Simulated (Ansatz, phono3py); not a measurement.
# PbSe (Clausthalite, Fm-3m): thermal conductivity with phono3py, part 3 of 5

The second- and third-order constants of PbSe (Clausthalite) come from an earlier supercell run; what does phono3py make of them?

What experiment has found for this phase:
- thermal conductivity 2 W/m/K near room temperature (given in “Combining the AFLOW GIBBS and Elastic Libraries to efficiently and robustly screen thermo-mechanical properties of solids”, 2017, arXiv:1611.05714)
- thermal conductivity 2 W/m/K near room temperature (given in “Predicting the lattice thermal conductivity of solids by solving the Boltzmann transport equation: AFLOW - AAPL an automated, accurate and efficient framework”, 2017, arXiv:1611.05481)

Ansatz 0.2.0 and phono3py 4.10.0; DFT r2SCAN, scalar-relativistic, plane waves, PAW (the session's first sound run).

So far, κ at 300 K (W/m/K): step 3 (relaxation-time solution) 0.942; step 11 (q-mesh of the transport sums 21×21×21) 0.950; step 12 (q-mesh of the transport sums 25×25×25) 0.955; step 14 (boundary mean free path 0.3 micrometre) 0.929; step 15 (boundary mean free path 100 micrometre) 0.942.

## Step 16: Direct solution of the linearised equation, third order supercell 3×3×3, supercell 6×6×6

Level of this step: DFT r2SCAN, scalar-relativistic, plane waves, PAW; phono3py on Ansatz's force constants (phono3py).

Solving the linearised equation directly keeps the heat that normal processes pass on between modes; it is dearer, so the mesh may be smaller.

File phono3py.yaml:

```yaml
phono3py:
  version: "4.10.0"
  frequency_unit_conversion_factor: 15.633302
  symmetry_tolerance: 1.00000e-05

physical_unit:
  atomic_mass: "AMU"
  length: "angstrom"

space_group:
  type: "Fm-3m"
  number: 225
  Hall_symbol: "-F 4 2 3"

primitive_matrix:
- [  1.000000000000000,  0.000000000000000,  0.000000000000000 ]
- [  0.000000000000000,  1.000000000000000,  0.000000000000000 ]
- [  0.000000000000000,  0.000000000000000,  1.000000000000000 ]

supercell_matrix:
- [   3,   0,   0 ]
- [   0,   3,   0 ]
- [   0,   0,   3 ]

# [primitive_cell block left out]
unit_cell:
  lattice:
  - [     0.000000000000000,     3.089013057700000,     3.089013057700000 ] # a
  - [     3.089013057700000,     0.000000000000000,     3.089013057700000 ] # b
  - [     3.089013057700000,     3.089013057700000,     0.000000000000000 ] # c
  points:
  - symbol: Pb # 1
    coordinates: [  0.000000000000000,  0.000000000000000,  0.000000000000000 ]
    mass: 207.200000
    reduced_to: 1
  - symbol: Se # 2
    coordinates: [  0.500000000000000,  0.500000000000000,  0.500000000000000 ]
    mass: 78.971000
    reduced_to: 2

# [supercell block left out]
phonon_supercell_matrix:
- [   6,   0,   0 ]
- [   0,   6,   0 ]
- [   0,   0,   6 ]

# [phonon_primitive_cell block left out]
# [phonon_supercell block left out]
nac:
  born_effective_charge:
  - # 1 (Pb)
    - [  4.833313251020964,  0.000000000000000,  0.000000000000000 ]
    - [  0.000000000000000,  4.833313251020963,  0.000000000000000 ]
    - [  0.000000000000000,  0.000000000000000,  4.833313251020965 ]
  - # 2 (Se)
    - [ -4.833313251020964,  0.000000000000000,  0.000000000000000 ]
    - [  0.000000000000000, -4.833313251020963,  0.000000000000000 ]
    - [  0.000000000000000,  0.000000000000000, -4.833313251020965 ]
  dielectric_constant:
    - [ 17.013646291544731,  0.000000000000000,  0.000000000000000 ]
    - [  0.000000000000000, 17.013646291544731,  0.000000000000000 ]
    - [  0.000000000000000,  0.000000000000000, 17.013646291544731 ]
  unit_conversion_factor: 14.399645
```

Command:

```
$ phono3py phono3py.yaml --mesh 17 17 17 --lbte --isotope --ts 100 300 600
```

What it wrote:

```text
[banner, memory and clock lines left out]
Rust backend (phonors) using rayon (8 threads).
Running in phono3py.load mode.
Spglib version 2.8.0
----------------------------- General settings -----------------------------
Run mode: conductivity-LBTE
HDF5 data compression filter: gzip
Crystal structure was read from "phono3py.yaml".
Supercell (dim): [3 3 3]
Phonon supercell (dim-fc2): [6 6 6]
Primitive matrix:
  [1. 0. 0.]
  [0. 1. 0.]
  [0. 0. 1.]
Spacegroup: Fm-3m (225)
Use -v option to watch primitive cell, unit cell, and supercell structures.
NAC parameters were read from "phono3py.yaml".
fc3 was read from "fc3.hdf5".
fc2 was read from "fc2.hdf5".
----------------------------- Force constants ------------------------------
Max drift of fc3: 0.00000200 (yyy) 0.00000200 (yyy) 0.00000200 (yyy)
Max drift of fc2: -0.00000900 (yy) -0.00000900 (yy)
--------------------------- Calculation settings ---------------------------
Non-analytical term correction (NAC): True
NAC unit conversion factor:  14.39964
BZ integration: Tetrahedron-method
Temperatures: 100.0  300.0  600.0
Cutoff frequency: 0.01
Mesh sampling: [ 17 17 17 ]
Generating grid system ... [ 17 17 17 ]
fc3-r2q-transformation over three atoms: True
--------------------------- Phonon calculations ----------------------------
  PRB 50, 13035(R) (1994), PRB 55, 10355 (1997)
  G-cutoff distance: 1.07, Number of G-points: 307, Lambda: 0.46
Running harmonic phonon calculations...
------------------- Lattice thermal conductivity (LBTE) -------------------
Running heat capacity calculations...
Running velocity calculations...
Running isotope scattering calculations with tetrahedron method...
======================= Grid point 0 (1/165) =======================
q-point: ( 0.00  0.00  0.00)
Boundary mean free path (millimeter): 1000.000
Mass variance parameters: 1.94e-05 4.63e-04
Number of triplets: 165
Frequency     group velocity (x, y, z)     |gv|
  -0.003   (   0.000    0.000    0.000)    0.000
  -0.003   (   0.000    0.000    0.000)    0.000
  -0.003   (   0.000    0.000    0.000)    0.000
   0.401   (   0.000    0.000    0.000)    0.000
   0.401   (   0.000    0.000    0.000)    0.000
   0.401   (   0.000    0.000    0.000)    0.000
======================= Grid point 1 (2/165) =======================
q-point: ( 0.06  0.00  0.00)
Boundary mean free path (millimeter): 1000.000
Mass variance parameters: 1.94e-05 4.63e-04
Number of triplets: 489
Frequency     group velocity (x, y, z)     |gv|
   0.311   (  -9.823    9.823    9.823)   17.013
   0.311   (  -9.823    9.823    9.823)   17.013
   0.526   ( -17.831   17.831   17.831)   30.885
   1.081   ( -31.393   31.393   31.393)   54.374
   1.081   ( -31.393   31.393   31.393)   54.374
   4.282   (  -1.401    1.401    1.401)    2.426
[162 grid points left out]
======================= Grid point 1322 (165/165) =======================
q-point: ( 0.71  0.47  0.24)
Boundary mean free path (millimeter): 1000.000
Mass variance parameters: 1.94e-05 4.63e-04
Number of triplets: 1305
Frequency     group velocity (x, y, z)     |gv|
   1.283   (  -0.000    4.215   -0.062)    4.215
   1.326   (   0.000   -2.968   -1.510)    3.330
   2.004   (  -0.000    2.097   -4.831)    5.267
   2.190   (  -0.000    5.726    0.509)    5.748
   2.333   (   0.000   -3.621  -18.138)   18.496
   3.758   (   0.000    2.430   -1.845)    3.051
=================== End of collection of collisions ===================
- Collision matrix shape (1, 3, 165, 6, 3, 165, 6, 3)
- Averaging collision matrix elements by phonon degeneracy [0.152s]
- Making collision matrix symmetric (Rust) [0.057s]
Diagonalize by scipy.linalg.lapack.dsyev sum=9.8e+01 d=-1.4e-14 [54.945s]
Pinv by ignoring 842/2970 dims under abs(eig)<1.0e-08 (np.dot) [0.019s]
----------- Thermal conductivity (W/m-k) with tetrahedron method -----------
#  T(K)        xx         yy         zz         yz         xz         xy
  100.0       3.305      3.305      3.305     -0.000     -0.000      0.000
  (RTA)       2.737      2.737      2.737     -0.000     -0.000      0.000
Diagonalize by scipy.linalg.lapack.dsyev sum=2.9e+02 d=-1.1e-13 [53.267s]
Pinv by ignoring 842/2970 dims under abs(eig)<1.0e-08 (np.dot) [0.015s]
#  T(K)        xx         yy         zz         yz         xz         xy
  300.0       1.129      1.129      1.129     -0.000     -0.000      0.000
  (RTA)       0.942      0.942      0.942     -0.000     -0.000      0.000
Diagonalize by scipy.linalg.lapack.dsyev sum=5.8e+02 d=0.0e+00 [52.533s]
Pinv by ignoring 842/2970 dims under abs(eig)<1.0e-08 (np.dot) [0.015s]
#  T(K)        xx         yy         zz         yz         xz         xy
  600.0       0.567      0.567      0.567     -0.000     -0.000      0.000
  (RTA)       0.473      0.473      0.473     -0.000     -0.000      0.000
Thermal conductivity related properties were written into
"kappa-m171717.hdf5".
Eigenvalues of collision matrix were written into "coleigs-m171717.hdf5"
Summary of calculation was written in "phono3py.yaml".
```

It took 3.3 min on 8 threads of Arm Neoverse N1, shared host; peak memory 0.36 GiB.

Numbers from this step:

- κ at 300 K: 1.129 W/m/K
- κ xx, yy, zz at 300 K: 1.129, 1.129, 1.129 W/m/K

W/m/K. Kappa, by row:

```tsv
T (K)	xx	yy	zz	yz	xz	xy	RTA mean
100	3.305	3.305	3.305	0	0	0	2.737
300	1.129	1.129	1.129	0	0	0	0.942
600	0.5667	0.5667	0.5667	0	0	0	0.473
```

κ at 300 K goes from 0.942 in the base run to 1.13 W/(m K).

## Step 17: Adding coherences, third order supercell 3×3×3, supercell 6×6×6

Close branches can carry heat by tunnelling between them, which the particle picture leaves out.

phono3py.yaml is that of step 16.

Command:

```
$ phono3py phono3py.yaml --mesh 17 17 17 --br --isotope --tt smm19 --ts 100 150 200 300 400 500 600 800
```

What it wrote:

```text
[banner, memory and clock lines left out]
Rust backend (phonors) using rayon (8 threads).
Running in phono3py.load mode.
Spglib version 2.8.0
----------------------------- General settings -----------------------------
Run mode: conductivity-RTA
HDF5 data compression filter: gzip
Crystal structure was read from "phono3py.yaml".
Supercell (dim): [3 3 3]
Phonon supercell (dim-fc2): [6 6 6]
Primitive matrix:
  [1. 0. 0.]
  [0. 1. 0.]
  [0. 0. 1.]
Spacegroup: Fm-3m (225)
Use -v option to watch primitive cell, unit cell, and supercell structures.
NAC parameters were read from "phono3py.yaml".
fc3 was read from "fc3.hdf5".
fc2 was read from "fc2.hdf5".
----------------------------- Force constants ------------------------------
Max drift of fc3: 0.00000200 (yyy) 0.00000200 (yyy) 0.00000200 (yyy)
Max drift of fc2: -0.00000900 (yy) -0.00000900 (yy)
--------------------------- Calculation settings ---------------------------
Non-analytical term correction (NAC): True
NAC unit conversion factor:  14.39964
BZ integration: Tetrahedron-method
Temperature:  100.0  150.0  200.0  300.0  400.0 ... 800.0
Cutoff frequency: 0.01
Mesh sampling: [ 17 17 17 ]
Generating grid system ... [ 17 17 17 ]
fc3-r2q-transformation over three atoms: True
Optional transport type: SMM19
--------------------------- Phonon calculations ----------------------------
  PRB 50, 13035(R) (1994), PRB 55, 10355 (1997)
  G-cutoff distance: 1.07, Number of G-points: 307, Lambda: 0.46
Running harmonic phonon calculations...
-------------------- Lattice thermal conductivity (RTA) --------------------
Running heat capacity calculations...
Running velocity calculations...
Running isotope scattering calculations with tetrahedron method...
======================= Grid point 0 (1/165) =======================
q-point: ( 0.00  0.00  0.00)
Boundary mean free path (millimeter): 1000.000
Mass variance parameters: 1.94e-05 4.63e-04
Number of triplets: 165
Frequency     group velocity (x, y, z)     |gv|
  -0.003   (   0.000    0.000    0.000)    0.000
  -0.003   (   0.000    0.000    0.000)    0.000
  -0.003   (   0.000    0.000    0.000)    0.000
   0.401   (   0.000    0.000    0.000)    0.000
   0.401   (   0.000    0.000    0.000)    0.000
   0.401   (   0.000    0.000    0.000)    0.000
======================= Grid point 1 (2/165) =======================
q-point: ( 0.06  0.00  0.00)
Boundary mean free path (millimeter): 1000.000
Mass variance parameters: 1.94e-05 4.63e-04
Number of triplets: 489
Frequency     group velocity (x, y, z)     |gv|
   0.311   (  -9.823    9.823    9.823)   17.013
   0.311   (  -9.823    9.823    9.823)   17.013
   0.526   ( -17.831   17.831   17.831)   30.885
   1.081   ( -31.393   31.393   31.393)   54.374
   1.081   ( -31.393   31.393   31.393)   54.374
   4.282   (  -1.401    1.401    1.401)    2.426
[162 grid points left out]
======================= Grid point 1322 (165/165) =======================
q-point: ( 0.71  0.47  0.24)
Boundary mean free path (millimeter): 1000.000
Mass variance parameters: 1.94e-05 4.63e-04
Number of triplets: 1305
Frequency     group velocity (x, y, z)     |gv|
   1.283   (  -0.000    4.215   -0.062)    4.215
   1.326   (   0.000   -2.968   -1.510)    3.330
   2.004   (  -0.000    2.097   -4.831)    5.267
   2.190   (  -0.000    5.726    0.509)    5.748
   2.333   (   0.000   -3.621  -18.138)   18.496
   3.758   (   0.000    2.430   -1.845)    3.051
=================== End of collection of collisions ===================
----------- Thermal conductivity (W/m-k) with tetrahedron method -----------
#          T(K)        xx         yy         zz         yz         xz         xy
K_intra   100.0       2.737      2.737      2.737     -0.000     -0.000      0.000
K_intra   150.0       1.859      1.859      1.859     -0.000     -0.000      0.000
K_intra   200.0       1.404      1.404      1.404     -0.000     -0.000      0.000
K_intra   300.0       0.942      0.942      0.942     -0.000     -0.000      0.000
K_intra   400.0       0.708      0.708      0.708     -0.000     -0.000      0.000
K_intra   500.0       0.567      0.567      0.567     -0.000     -0.000      0.000
K_intra   600.0       0.473      0.473      0.473     -0.000     -0.000      0.000
K_intra   800.0       0.355      0.355      0.355     -0.000     -0.000      0.000

K_inter   100.0       0.083      0.083      0.083     -0.000      0.000      0.000
K_inter   150.0       0.106      0.106      0.106     -0.000      0.000      0.000
K_inter   200.0       0.123      0.123      0.123     -0.000      0.000      0.000
K_inter   300.0       0.147      0.147      0.147     -0.000      0.000      0.000
K_inter   400.0       0.161      0.161      0.161     -0.000      0.000      0.000
K_inter   500.0       0.171      0.171      0.171     -0.000     -0.000      0.000
K_inter   600.0       0.178      0.178      0.178     -0.000     -0.000      0.000
K_inter   800.0       0.186      0.186      0.186     -0.000     -0.000      0.000

K_TOT     100.0       2.821      2.821      2.821     -0.000     -0.000      0.000
K_TOT     150.0       1.965      1.965      1.965     -0.000     -0.000      0.000
K_TOT     200.0       1.528      1.528      1.528     -0.000     -0.000      0.000
K_TOT     300.0       1.089      1.089      1.089     -0.000     -0.000      0.000
K_TOT     400.0       0.869      0.869      0.869     -0.000     -0.000      0.000
K_TOT     500.0       0.738      0.738      0.738     -0.000     -0.000      0.000
K_TOT     600.0       0.651      0.651      0.651     -0.000     -0.000      0.000
K_TOT     800.0       0.541      0.541      0.541     -0.000     -0.000      0.000

Thermal conductivity related properties were written into
"kappa-m171717.hdf5".
Summary of calculation was written in "phono3py.yaml".
```

Wall time 28 s (8 threads); peak memory 0.13 GiB; 2.8 min of CPU time.

Numbers from this step:

```yaml
kappa_at_300_k: 1.089 W/m/K
kappa_xx_yy_zz_at_300_k: 1.089, 1.089, 1.089 W/m/K
```

W/m/K. Kappa, by row:

```tsv
T (K)	xx	yy	zz	yz	xz	xy	intra mean	inter mean
100	2.821	2.821	2.821	0	0	0	2.737	0.08342
150	1.965	1.965	1.965	0	0	0	1.859	0.1063
200	1.528	1.528	1.528	0	0	0	1.404	0.1234
300	1.089	1.089	1.089	0	0	0	0.942	0.1466
400	0.8694	0.8694	0.8694	0	0	0	0.7082	0.1613
500	0.7382	0.7382	0.7382	0	0	0	0.5672	0.171
600	0.6508	0.6508	0.6508	0	0	0	0.473	0.1778
800	0.5411	0.5411	0.5411	0	0	0	0.355	0.186
```

κ at 300 K goes from 0.942 in the base run to 1.09 W/(m K).

## Step 18: Gaussian smearing, third order supercell 3×3×3, supercell 6×6×6

A Gaussian replaces the tetrahedron method for energy conservation; its width must match the mesh.

phono3py.yaml is that of step 17.

Command:

```
$ phono3py phono3py.yaml --mesh 17 17 17 --br --isotope --sigma 0.03 --ts 100 300 600
```

What it wrote:

```text
[banner, memory and clock lines left out]
Rust backend (phonors) using rayon (8 threads).
Running in phono3py.load mode.
Spglib version 2.8.0
----------------------------- General settings -----------------------------
Run mode: conductivity-RTA
HDF5 data compression filter: gzip
Crystal structure was read from "phono3py.yaml".
Supercell (dim): [3 3 3]
Phonon supercell (dim-fc2): [6 6 6]
Primitive matrix:
  [1. 0. 0.]
  [0. 1. 0.]
  [0. 0. 1.]
Spacegroup: Fm-3m (225)
Use -v option to watch primitive cell, unit cell, and supercell structures.
NAC parameters were read from "phono3py.yaml".
fc3 was read from "fc3.hdf5".
fc2 was read from "fc2.hdf5".
----------------------------- Force constants ------------------------------
Max drift of fc3: 0.00000200 (yyy) 0.00000200 (yyy) 0.00000200 (yyy)
Max drift of fc2: -0.00000900 (yy) -0.00000900 (yy)
--------------------------- Calculation settings ---------------------------
Non-analytical term correction (NAC): True
NAC unit conversion factor:  14.39964
BZ integration: Smearing=0.03
Temperature:  100.0  300.0  600.0
Cutoff frequency: 0.01
Mesh sampling: [ 17 17 17 ]
Generating grid system ... [ 17 17 17 ]
fc3-r2q-transformation over three atoms: True
--------------------------- Phonon calculations ----------------------------
  PRB 50, 13035(R) (1994), PRB 55, 10355 (1997)
  G-cutoff distance: 1.07, Number of G-points: 307, Lambda: 0.46
Running harmonic phonon calculations...
-------------------- Lattice thermal conductivity (RTA) --------------------
Running heat capacity calculations...
Running velocity calculations...
Running isotope scattering calculations sigma=0.03...
======================= Grid point 0 (1/165) =======================
q-point: ( 0.00  0.00  0.00)
Boundary mean free path (millimeter): 1000.000
Mass variance parameters: 1.94e-05 4.63e-04
Number of triplets: 165
Frequency     group velocity (x, y, z)     |gv|
  -0.003   (   0.000    0.000    0.000)    0.000
  -0.003   (   0.000    0.000    0.000)    0.000
  -0.003   (   0.000    0.000    0.000)    0.000
   0.401   (   0.000    0.000    0.000)    0.000
   0.401   (   0.000    0.000    0.000)    0.000
   0.401   (   0.000    0.000    0.000)    0.000
======================= Grid point 1 (2/165) =======================
q-point: ( 0.06  0.00  0.00)
Boundary mean free path (millimeter): 1000.000
Mass variance parameters: 1.94e-05 4.63e-04
Number of triplets: 489
Frequency     group velocity (x, y, z)     |gv|
   0.311   (  -9.823    9.823    9.823)   17.013
   0.311   (  -9.823    9.823    9.823)   17.013
   0.526   ( -17.831   17.831   17.831)   30.885
   1.081   ( -31.393   31.393   31.393)   54.374
   1.081   ( -31.393   31.393   31.393)   54.374
   4.282   (  -1.401    1.401    1.401)    2.426
[162 grid points left out]
======================= Grid point 1322 (165/165) =======================
q-point: ( 0.71  0.47  0.24)
Boundary mean free path (millimeter): 1000.000
Mass variance parameters: 1.94e-05 4.63e-04
Number of triplets: 1305
Frequency     group velocity (x, y, z)     |gv|
   1.283   (  -0.000    4.215   -0.062)    4.215
   1.326   (   0.000   -2.968   -1.510)    3.330
   2.004   (  -0.000    2.097   -4.831)    5.267
   2.190   (  -0.000    5.726    0.509)    5.748
   2.333   (   0.000   -3.621  -18.138)   18.496
   3.758   (   0.000    2.430   -1.845)    3.051
=================== End of collection of collisions ===================
----------- Thermal conductivity (W/m-k) for sigma=0.03 -----------
#  T(K)        xx         yy         zz         yz         xz         xy
  100.0       2.745      2.745      2.745     -0.000     -0.000      0.000
  300.0       0.943      0.943      0.943     -0.000     -0.000      0.000
  600.0       0.473      0.473      0.473     -0.000     -0.000      0.000

Thermal conductivity related properties and sigma 0.03
were written into "kappa-m171717-s0.03.hdf5".
Summary of calculation was written in "phono3py.yaml".
```

Elapsed: 25 s, on 8 threads; peak memory 0.13 GiB.

This step gave:

```yaml
kappa_at_300_k: 0.9429 W/m/K
kappa_xx_yy_zz_at_300_k: 0.9429, 0.9429, 0.9429 W/m/K
```

W/m/K. Kappa, by row:

```tsv
T (K)	xx	yy	zz	yz	xz	xy
100	2.745	2.745	2.745	0	0	0
300	0.9429	0.9429	0.9429	0	0	0
600	0.4734	0.4734	0.4734	0	0	0
```

With a width of 0.03 THz κ at 300 K is 0.943 W/(m K), +0.1 % from the tetrahedron value.

## Step 19: Gaussian smearing, third order supercell 3×3×3, supercell 6×6×6 (run 2)

A Gaussian replaces the tetrahedron method for energy conservation; its width must match the mesh.

phono3py.yaml is that of step 18.

Command:

```
$ phono3py phono3py.yaml --mesh 17 17 17 --br --isotope --sigma 0.4 --ts 100 300 600
```

What it wrote:

```text
[banner, memory and clock lines left out]
Rust backend (phonors) using rayon (8 threads).
Running in phono3py.load mode.
Spglib version 2.8.0
----------------------------- General settings -----------------------------
Run mode: conductivity-RTA
HDF5 data compression filter: gzip
Crystal structure was read from "phono3py.yaml".
Supercell (dim): [3 3 3]
Phonon supercell (dim-fc2): [6 6 6]
Primitive matrix:
  [1. 0. 0.]
  [0. 1. 0.]
  [0. 0. 1.]
Spacegroup: Fm-3m (225)
Use -v option to watch primitive cell, unit cell, and supercell structures.
[...]
2.333   (   0.000   -3.621  -18.138)   18.496
   3.758   (   0.000    2.430   -1.845)    3.051
=================== End of collection of collisions ===================
----------- Thermal conductivity (W/m-k) for sigma=0.4 -----------
#  T(K)        xx         yy         zz         yz         xz         xy
  100.0       2.625      2.625      2.625     -0.000     -0.000      0.000
  300.0       0.909      0.909      0.909     -0.000     -0.000      0.000
  600.0       0.457      0.457      0.457     -0.000     -0.000      0.000

Thermal conductivity related properties and sigma 0.4
were written into "kappa-m171717-s0.4.hdf5".
Summary of calculation was written in "phono3py.yaml".
```

The job ended after 25 s (8 threads; peak memory 0.13 GiB; 2.5 min of CPU time).

This step gave:

```yaml
kappa_at_300_k: 0.9087 W/m/K
kappa_xx_yy_zz_at_300_k: 0.9087, 0.9087, 0.9087 W/m/K
```

With a width of 0.4 THz κ at 300 K is 0.909 W/(m K), -3.5 % from the tetrahedron value; a width this large blurs energy conservation.

For the κ at 300 K, step 18 gave 0.943 W/m/K; this run, with sigma 0.4 THz, gives 0.909 W/m/K (-4 %).

(Continued in part 4 of 5.)

[Logs are printed without paths, hosts, clocks, repeated set-up lines and the standing remarks that a program may print on its own settings, such as how far it seeks lower states.]

[Hosts, paths, dates, database ids (printed as entryN), source tags and the programs' standing remarks are cut or masked in the printed files.]

[A step with changed settings may run another functional than the one named; its input shows which.]
